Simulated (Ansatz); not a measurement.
# Work function of Ta(110) against the slab's thickness (PBEsol, PAW set soft_1)

How thick must a slab of Ta(110) be for a steady work function?

All values are computed: Ansatz 0.2.0, PBEsol, plane waves, PAW set soft_1, scalar-relativistic unless marked; slabs or sheets with vacuum, the vacuum level from the planar mean of the electrostatic potential. 1×1 cells on a fixed bulk lattice, outer layers relaxed.

| layers | thickness (Å) | work function (eV) |
| --- | --- | --- |
| 4 | 6.7 | 4.87 |
| 5 | ? | ? |
| 6 | 11.3 | 4.81 |
| 7 | 13.7 | 4.83 |
| 8 | 15.9 | 4.82 |
| 10 | 20.6 | 4.83 |

**Fit.** The shown values lie within 0.04 eV of their mean, 4.83 eV, with no steady drift. The mean serves as the estimate. Confinement across the slab splits the bands into subbands, and the work function moves a little each time one crosses the Fermi level.

**The withheld row.** The prediction is the mean = 4.83 eV. The run gave thickness 9 Å, work function 4.84 eV. The miss in work function is +0.01 eV, within the scatter of the fitted rows.

The k-mesh adds scatter of its own.
